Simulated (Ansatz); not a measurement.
# Quasiparticle gap of Y4S3N2 (C2/m), part 2 of 2

Wanted: the gap of Y4S3N2 (C2/m) with a many-body correction, and the time that it takes.

Ansatz 0.2.0; HSE06, then G0W0 on it, plane waves, PAW. Known limits of the many-body steps: finite bands, screening cutoff and k mesh; no spin-orbit coupling in G0W0.

So far. Step 2 (HSE06 levels on the mesh and at listed points): Over mesh and listed points the gap is 2.335 eV, from k = (-0.500, -0.500, 0.500) to k = (-0.500, -0.500, 0.000). The least direct gap found is 2.380 eV, at k = (-0.500, -0.500, 0.500).

In doubt: masses and optical values from hybrid runs of this build are listed as unsure (step 3), which bears on the screening that GW takes from such a start.

### Step 3. G0W0 on the 4×4×2 mesh

G0W0 replaces the xc potential by a self-energy built once from the orbitals of the start. Levels are corrected in the window of bands that the input names, at points of the mesh.

This step: G0W0 on HSE06, plane waves, PAW; PAW set soft_1.

Input file input.yaml:

```yaml
crystal:
  lattice:
    - [6.4622478753, -1.9155154099, 0.0]
    - [6.4622478753, 1.9155154099, 0.0]
    - [-6.1150777327, 0.0, 7.7218549571]
  atoms:
    - { symbol: "Y", position: [0.76032434, 0.76032434, 0.64851811] }
    - { symbol: "Y", position: [0.23967566, 0.23967566, 0.35148189] }
    - { symbol: "Y", position: [0.43654668, 0.43654668, 0.14567864] }
    - { symbol: "Y", position: [0.56345332, 0.56345332, 0.85432136] }
    - { symbol: S, position: [0.0, 0.0, 0.0] }
    - { symbol: S, position: [0.17442465, 0.17442465, 0.78433872] }
    - { symbol: S, position: [0.82557535, 0.82557535, 0.21566128] }
    - { symbol: "N", position: [0.64303648, 0.64303648, 0.36114028] }
    - { symbol: "N", position: [0.35696352, 0.35696352, 0.63885972] }
kpoints:
  mp_grid: { grid: [4, 4, 2] }
hamiltonian:
  xc: hse06
  pseudopotentials: { kind: paw, azcp: { folder: soft_1 } }
scf:
  occupations: { method: fixed }
gw:
  n_empty_bands: 1048
  ecut_chi: 180.0
  qp_bands: [v3, c3]
  qp_kpoints: band_edges
  screening: { model: contour_deformation }
```

The run is started by

```bash
$ ansatz run input.yaml --threads 2 --pin off --max-ram 92160MiB --backend cuda --events-out ev --progress --plain --runs-dir out --devices 1 --max-vram 13GiB
```

Numbers of over 12 decimals in the logs are rounded to 6 here.

The program printed:

```text
GPUs: using 1 of 1 available (devices: 1).
[...]
GPU FFT provider: cuFFT
GPU libraries: cuBLAS 13.8.2, cuFFT 12.4.0, cuSOLVER 12.3.4
Crystal: 9 atoms, lattice volume = 191.171 Å³
Basis set: ecut = 420 eV, 3763 PW (Γ)
Bands: 45, of which v1, the nominal top of the filled ones, is band 36 counted from 1 (35 counted from 0)
Symmetry: 4 space group operations
[...]
k-points: 14 of 32
[...]
GPU buffer pool allocated for 165888 grid points (all kernels)
[...]
SCF iter   1: F=—  HF=-18888.880458 eV  |F-HF|=—  |Δ(HF+E_count)|=         —  Δρ=5.35e-2  dr2=1.05e1  ethr=1.00e-1  ⟨swp⟩=3.9  Hψ=1878  notcnv=0
[...]
SCF iter   8: F=-18886.645216 eV  HF=-18886.645212 eV  |F-HF|=3.60e-6  |Δ(HF+E_count)|=   1.62e-5  Δρ=8.40e-5  dr2=6.64e-6  ethr=3.65e-7  ⟨swp⟩=4.0  Hψ=1766  notcnv=0
SCF 1 stopped early in 8 iterations: F = -18886.645216 eV  dr2 = 6.64e-6
[...]
GPU FFT provider: cuFFT
GPU libraries: cuBLAS 13.8.2, cuFFT 12.4.0, cuSOLVER 12.3.4
[...]
GPU buffer pool allocated for 165888 grid points (all kernels)
[...]
Frozen-core exchange: fock
SCF iter   1: F=—  HF=-18898.898653 eV  |F-HF|=—  |Δ(HF+E_count)|=         —  Δρ=6.02e-3  dr2=1.39e-1  ethr=9.22e-8  ⟨swp⟩=10.9  Hψ=4338  notcnv=0
[...]
SCF iter   7: F=-18898.884890 eV  HF=-18898.884899 eV  |F-HF|=9.41e-6  |Δ(HF+E_count)|=   3.28e-5  Δρ=4.05e-5  dr2=2.09e-5  ethr=9.22e-8  ⟨swp⟩=3.3  Hψ=1666  notcnv=0
SCF 2 stopped early in 7 iterations: F = -18898.884890 eV  dr2 = 2.09e-5
[...]
hybrid outer 1: dexx = +3.513e-2 eV, tail = 7.02e-5 eV
GPU FFT provider: cuFFT
GPU libraries: cuBLAS 13.8.2, cuFFT 12.4.0, cuSOLVER 12.3.4
GPU buffer pool allocated for 165888 grid points (all kernels)
[...]
Frozen-core exchange: fock
SCF iter   1: F=—  HF=-18898.885040 eV  |F-HF|=—  |Δ(HF+E_count)|=         —  Δρ=1.23e-4  dr2=4.53e-5  ethr=4.87e-7  ⟨swp⟩=4.8  Hψ=1669  notcnv=0
[...]
SCF iter   4: F=-18898.885030 eV  HF=-18898.885030 eV  |F-HF|=1.64e-8  |Δ(HF+E_count)|=   6.58e-7  Δρ=4.37e-6  dr2=2.62e-8  ethr=6.04e-11  ⟨swp⟩=7.8  Hψ=2597  notcnv=0  defer=10
SCF 3 converged in 4 iterations: F = -18898.885030 eV  dr2 = 2.62e-8
[...]
NSCF: frozen V_eff on 14 k-points
Exchange-term sweep: 0 of 14 (spin, k) points
Exchange-term sweep: 1 of 14 (spin, k) points
Exchange-term sweep: 2 of 14 (spin, k) points
Exchange-term sweep: 3 of 14 (spin, k) points
Exchange-term sweep: 4 of 14 (spin, k) points
Exchange-term sweep: 5 of 14 (spin, k) points
Exchange-term sweep: 6 of 14 (spin, k) points
Exchange-term sweep: 7 of 14 (spin, k) points
Exchange-term sweep: 8 of 14 (spin, k) points
Exchange-term sweep: 9 of 14 (spin, k) points
Exchange-term sweep: 10 of 14 (spin, k) points
Exchange-term sweep: 11 of 14 (spin, k) points
Exchange-term sweep: 12 of 14 (spin, k) points
Exchange-term sweep: 13 of 14 (spin, k) points
Exchange-term sweep: 14 of 14 (spin, k) points
G₀W₀ screening: q 1/14
[... further progress lines ...]
[...]
Free energy (F): -18898.885030 eV
Frozen-core exchange: fock
[...]
Internal energy: -18898.885030 eV  (E = F + TS)
E sigma→0 (E₀):  -18898.885030 eV
Fermi energy:    7.410434 eV
[...]
--- Band table (eV; the first three rows and the last of 14) ---
  k-point 0: bands = [... 32 lower, 6.1172, 6.5337, 6.7578, 7.2427, 10.1905, 11.1799, 11.5734, 11.9946]
  k-point 1: bands = [... 32 lower, 6.2090, 6.5993, 6.6102, 6.8185, 10.2481, 11.0772, 11.7613, 12.1203]
  k-point 2: bands = [... 32 lower, 6.2374, 6.5737, 6.6466, 6.8727, 11.3228, 11.6982, 11.8744, 12.2154]
  k-point 13: bands = [... 32 lower, 6.2466, 6.3523, 6.5244, 7.4104, 9.7909, 10.9194, 11.8209, 11.8864]
  guard bands above this table: 5 of the run's 45 bands. The solve was not asked for them (output.publish_guard_bands: true or output.eigenvalues: true publishes all)
--- G₀W₀: contour deformation, 7 samples at zero and on the imaginary axis and 1 off it, 32 q-points, 1048 empty bands' worth ---
  eigenvalues of the whole cell's RPA ε∞ on this k-mesh (on a slab, of 1 + 4πα/V) = 4.6565, 4.7679, 5.0158; static W/v taken at q = 0 is 0.206608
  gw.qp_kpoints: band_edges: 13 of 14 stored k-points solved, in 1 pass; an edge of the gap read off the rows below is read off those points alone
    valence top: of the k-points left out ik 10 came nearest to being solved in a further pass, in band 36 (counted from 1, as in the quasiparticle table): it holds the edge there only if its correction is more favourable than any solved in that band by at least 0.586 eV; those differ by 0.181 eV
    conduction bottom: of the k-points left out ik 10 came nearest to being solved in a further pass, in band 37 (counted from 1, as in the quasiparticle table): it holds the edge there only if its correction is more favourable than any solved in that band by at least 1.004 eV; those differ by 0.054 eV
    ik  band        ε_KS         Σx   Σc(E_QP)       V_xc       Z   E_QP_lin       E_QP  E_QP is
     0    34      6.5337   -18.3204     1.8761   -16.0136  0.7828     6.1009     6.1030  root
     0    35      6.7578   -19.1162     2.0444   -16.7498  0.7776     6.4347     6.4359  root
     0    36      7.2427   -20.2858     2.3189   -17.7984  0.7722     7.0739     7.0742  root
     0    37     10.1905    -7.1548    -4.2109   -11.5594  0.8144    10.3844    10.3841  root
     0    38     11.1799    -7.3842    -4.3946   -11.9990  0.8086    11.4005    11.4000  root
     0    39     11.5734    -6.2644    -3.9137   -10.1655  0.8211    11.5609    11.5608  root
     1    34      6.5993   -18.9417     1.9463   -16.5824  0.7828     6.1844     6.1863  root
     1    35      6.6102   -20.3183     2.5911   -17.5867  0.7652     6.4694     6.4696  root
     1    36      6.8185   -18.8955     2.0018   -16.5497  0.7776     6.4731     6.4745  root
     1    37     10.2481    -7.1594    -4.2538   -11.6091  0.8134    10.4444    10.4441  root
     1    38     11.0772    -7.1839    -4.3486   -11.7379  0.8106    11.2831    11.2826  root
     1    39     11.7613    -7.0161    -4.3689   -11.5778  0.8135    11.9545    11.9542  root
     2    34      6.5737   -19.0566     2.3166   -16.4826  0.7685     6.3155     6.3164  root
     2    35      6.6466   -19.5604     2.3409   -17.0097  0.7680     6.4363     6.4369  root
     2    36      6.8727   -19.5730     2.2804   -17.0744  0.7721     6.6540     6.6546  root
     2    37     11.3228    -7.5921    -4.4325   -12.2354  0.8067    11.5341    11.5336  root
     2    38     11.6982    -7.7432    -4.2606   -12.2239  0.8123    11.9188    11.9183  root
     2    39     11.8744    -6.8275    -4.3286   -11.3097  0.8123    12.0283    12.0279  root
     3    34      6.4970   -19.1957     2.3591   -16.6265  0.7654     6.2863     6.2869  root
     3    35      6.6359   -20.1010     2.4878   -17.4419  0.7664     6.4643     6.4647  root
     3    36      6.8089   -19.5130     2.2816   -16.9991  0.7712     6.5759     6.5765  root
     3    37     11.2808    -7.3109    -4.2522   -11.7433  0.8109    11.4613    11.4610  root
     3    38     11.5160    -7.1136    -4.4173   -11.7081  0.8094    11.6936    11.6933  root
     3    39     11.8624    -7.4041    -4.1879   -11.7855  0.8136    12.0563    12.0559  root
     4    34      6.5165   -19.6288     2.4908   -16.9425  0.7652     6.3204     6.3210  root
     4    35      6.8335   -19.4061     2.3745   -16.8231  0.7677     6.6244     6.6250  root
     4    36      6.8760   -19.4325     2.3344   -16.8858  0.7693     6.6632     6.6638  root
     4    37     11.0203    -7.7421    -4.0347   -11.9984  0.8130    11.2424    11.2419  root
     4    38     11.4316    -6.5832    -4.0008   -10.7032  0.8161    11.5509    11.5508  root
     4    39     12.4988    -8.1512    -4.5487   -12.9624  0.8019    12.7621    12.7613  root
     5    34      6.3166   -19.7720     2.5412   -17.0783  0.7626     6.1637     6.1641  root
     5    35      6.5979   -19.0373     2.4044   -16.4167  0.7664     6.3811     6.3817  root
     5    36      6.8269   -19.3537     2.3940   -16.7696  0.7659     6.6363     6.6368  root
     5    37     10.8035    -7.3882    -3.8269   -11.3909  0.8150    10.9796    10.9793  root
     5    38     11.8561    -7.2930    -4.3762   -11.8624  0.8110    12.0496    12.0492  root
     5    39     12.0094    -8.3282    -4.2372   -12.8175  0.8093    12.2621    12.2615  root
     6    34      6.4926   -18.8086     2.2125   -16.3079  0.7707     6.2034     6.2044  root
     6    35      6.5882   -19.1350     2.1709   -16.6937  0.7730     6.3171     6.3180  root
     6    36      7.0481   -20.0988     2.3379   -17.5762  0.7716     6.8631     6.8635  root
     6    37      9.8780    -7.2265    -4.0120   -11.4208  0.8160    10.0605    10.0601  root
[...]
12    34      6.2663   -19.5457     2.3674   -16.9035  0.7701     5.9906     5.9916  root
    12    35      6.3852   -20.0929     2.5779   -17.3872  0.7636     6.2571     6.2574  root
    12    36      6.4123   -19.2561     2.3457   -16.6954  0.7674     6.1966     6.1972  root
    12    37      9.7458    -7.6111    -3.8534   -11.6462  0.8147     9.9279     9.9275  root
    12    38     11.3672    -7.3176    -4.4390   -11.9690  0.8077    11.5801    11.5796  root
    12    39     11.9198    -6.7796    -4.1872   -11.1061  0.8155    12.0594    12.0591  root
    13    34      6.3523   -17.7924     2.0319   -15.4198  0.7746     6.0102     6.0117  root
    13    35      6.5244   -19.4391     2.3617   -16.8868  0.7666     6.3333     6.3338  root
    13    36      7.4104   -20.2556     2.2527   -17.8161  0.7742     7.2232     7.2236  root
    13    37      9.7909    -7.5917    -3.8817   -11.6647  0.8147     9.9826     9.9822  root
    13    38     10.9194    -6.4513    -4.0902   -10.6430  0.8174    11.0209    11.0208  root
    13    39     11.8209    -6.4730    -4.0381   -10.6116  0.8191    11.9213    11.9212  root
```

Wall time 4.7 min (1 × NVIDIA H100 80GB HBM3 (shared by 6 runs) with 2 threads of AMD EPYC 7R13 (Zen 3), shared host); peak memory 4.8 GiB; 6 min of CPU time.

Numbers from this step:

```yaml
bands_summed: 1084
rpa_eps_infinity_on_this_mesh_eigenvalues: 4.656, 4.768, 5.016
plane_waves_in_the_screening_matrix: 1059
q_points_in_the_mesh: 32
g0w0_gap_over_the_corrected_points: 2.704 eV
k_of_the_valence_top: -0.5, -0.5, -0.5
k_of_the_conduction_bottom: -0.5, -0.5, 0
starting_gap_on_the_mesh: 2.335 eV
z_at_the_valence_top: 0.7742
z_at_the_conduction_bottom: 0.8147
least_direct_g0w0_gap_over_the_corrected_points: 2.759 eV
```

Over 13 of 14 irreducible mesh points the G0W0 gap is 2.704 eV, from k = (-0.500, -0.500, -0.500) to k = (-0.500, -0.500, 0.000). The HSE06 gap of this run on the mesh is 2.335 eV. The two states that bound the G0W0 gap lie that far apart at the start, so the correction of the gap is 2.704 − 2.335 = +0.369 eV.

Labels follow the order of the start: v1 is the top filled band, c1 the lowest empty one; levels that stay degenerate share a row, the window can cut a multiplet, doubted levels are not marked in this list, bands outside the window were not corrected, and the list may be a part of the corrected levels. The levels before and after the correction (eV, zero at the valence-band top of each column):

```csv
,conduction bottom,valence top
HSE06,2.34,0.00
G0W0,2.70,0.00
```

```csv
,level,occupation,energy (eV)
HSE06,(-0.5 -0.5 0) v3,2,-1.144
HSE06,(-0.5 -0.5 0) v2,2,-1.025
HSE06,(-0.5 -0.5 0) v1,2,-0.998
HSE06,(-0.5 -0.5 0) c1,0,2.335
HSE06,(-0.5 -0.5 0) c2,0,3.957
HSE06,(-0.5 -0.5 0) c3,0,4.509
HSE06,(-0.5 -0.5 -0.5) v3,2,-1.058
HSE06,(-0.5 -0.5 -0.5) v2,2,-0.886
HSE06,(-0.5 -0.5 -0.5) v1,2,0.000
HSE06,(-0.5 -0.5 -0.5) c1,0,2.380
HSE06,(-0.5 -0.5 -0.5) c2,0,3.509
HSE06,(-0.5 -0.5 -0.5) c3,0,4.410
G0W0,(-0.5 -0.5 0) v3,2,-1.232
G0W0,(-0.5 -0.5 0) v2,2,-0.966
G0W0,(-0.5 -0.5 0) v1,2,-1.026
G0W0,(-0.5 -0.5 0) c1,0,2.704
G0W0,(-0.5 -0.5 0) c2,0,4.356
G0W0,(-0.5 -0.5 0) c3,0,4.835
G0W0,(-0.5 -0.5 -0.5) v3,2,-1.212
G0W0,(-0.5 -0.5 -0.5) v2,2,-0.890
G0W0,(-0.5 -0.5 -0.5) v1,2,0.000
G0W0,(-0.5 -0.5 -0.5) c1,0,2.759
G0W0,(-0.5 -0.5 -0.5) c2,0,3.797
G0W0,(-0.5 -0.5 -0.5) c3,0,4.698
```

The parts of the quasiparticle energy for the two states that bound the G0W0 gap, in eV on the run's own scale (QP = start + Σx + Σc − Vxc, with Σc at the quasiparticle energy):

```csv
edge,k,band,start,Σx,Σc,Vxc,Z,QP
valence top,"(-0.500, -0.500, -0.500)",36,7.410,−20.256,2.253,−17.816,0.774,7.224
conduction bottom,"(-0.500, -0.500, 0.000)",37,9.746,−7.611,−3.853,−11.646,0.815,9.928
```

For a hybrid start, Vxc holds its share of exact exchange.

### Step 4. The runs together

Each gap is the least one over the points named; times are wall times on shared hosts, not benchmarks. A G0W0 time includes the run's own self-consistent start. Runs with listed points see these and the mesh alone, so an edge that moves elsewhere is missed. Symmetry makes (-0.500, -0.500, 0.500) and (-0.500, -0.500, -0.500) one point.

```csv
level,mesh,"files, cutoff","bands summed, screening",points,gap (eV),valence top,conduction bottom,least direct gap (eV),time
HSE06,4×4×2,"soft_1 PAW, 420 eV",-,mesh and listed points,2.335,"(-0.500, -0.500, 0.500)","(-0.500, -0.500, 0.000)",2.380,42 s
G0W0@HSE06,4×4×2,"soft_1 PAW, 420 eV","1084, 180 eV",13 of 14 irreducible mesh points,2.704,"(-0.500, -0.500, -0.500)","(-0.500, -0.500, 0.000)",2.759,4.7 min
```

### Step 5. Summary of results

```
HSE06 gap over mesh and listed points                : 2.335 eV, from k = (-0.500, -0.500, 0.500) to k = (-0.500, -0.500, 0.000)
G0W0@HSE06 gap over 13 of 14 irreducible mesh points : 2.704 eV, from k = (-0.500, -0.500, -0.500) to k = (-0.500, -0.500, 0.000)
GW settings                                          : 4×4×2 mesh, 1048 empty bands, screening to 180 eV, PAW set soft_1 files
known limits                                         : finite bands, screening cutoff and k mesh; no spin-orbit coupling in G0W0
```

What this shows: Over 13 of 14 irreducible mesh points the G0W0 gap is 2.704 eV, from k = (-0.500, -0.500, -0.500) to k = (-0.500, -0.500, 0.000). The HSE06 gap of this run on the mesh is 2.335 eV. The two states that bound the G0W0 gap lie that far apart at the start, so the correction of the gap is 2.704 − 2.335 = +0.369 eV. The valence state moves by 7.224 − 7.410 = −0.186 eV and the conduction state by 9.928 − 9.746 = +0.182 eV, on the run's own scale; how far single levels stand from their limit in bands is not shown. Both edges that HSE06 shows over mesh and listed points lie at k points where levels were corrected. Levels at other points were not corrected, so a lower G0W0 gap elsewhere in the zone is not ruled out. No second run with other bands and screening cutoff is shown, so the distance to the basis limit is not known. On another start, G0W0@PBE runs of this series (4×4×2 mesh, soft_1 PAW; not shown as steps) give 2.051 eV with 208 bands and 54 eV, 2.201 eV with 523 bands and 108 eV and 2.314 eV with 1084 bands and 180 eV. G0W0 on other starts in this series, not shown as steps and not all at these settings: 2.314 eV on PBE (4×4×2, soft_1 PAW, 1084 bands, 180 eV) and 2.464 eV on r2SCAN (4×4×2, soft_1 PAW, 1084 bands, 180 eV). Two runs of this series at another level, not shown as steps, test spin-orbit coupling. PBE+SOC against PBE: 1.428 − 1.428 = +0.000 eV, with the same mesh, set of files (read in its fully relativistic form for the spin-orbit run) and cutoff, and both edges at the same k points. The spin-orbit run sees mesh and listed points alone, so its gap is an upper bound: the coupling can move an edge off these points, and the change over the zone, its sign included where it is small, is not known. What spin-orbit coupling does to the G0W0 levels was not computed, so no sum with the G0W0 gap is formed. The G0W0 runs are scalar-relativistic. No pair of G0W0 runs that differ in the mesh alone is shown (4×4×2 is a supercell whose nearest images lie 15 Å apart), so the error from the mesh is not known here. G0W0 is shown with one set of atomic data (soft_1 PAW), so the error from the files is not known here.

[Paths, hosts, dates, memory and timing lines, banners, echoed tables and standing remarks are left out of the program output.]

[Logs are printed without paths, hosts, clocks, repeated set-up lines and the standing remarks that a program may print on its own settings, such as how far it seeks lower states.]

[Runs of the session that timed out or met a known fault of the program may be left out.]

[Cells called generated may have been cut or substituted from an entry of the Crystallography Open Database or the Materials Project.]

[Hosts, paths, dates, database ids (printed as entryN), source tags and the programs' standing remarks are cut or masked in the printed files.]

[Where an RPA ε∞ is given, it is that of the G0W0 mesh and is not shown converged in it. Names of k-points follow the symmetry that the program found, which can be lower than the space group named. Band edges on a path are those of the sampled points; other points can move an edge, and change direct to indirect where valleys lie close.]

[Hybrid gaps are those of their k-mesh and are not shown converged in it.]
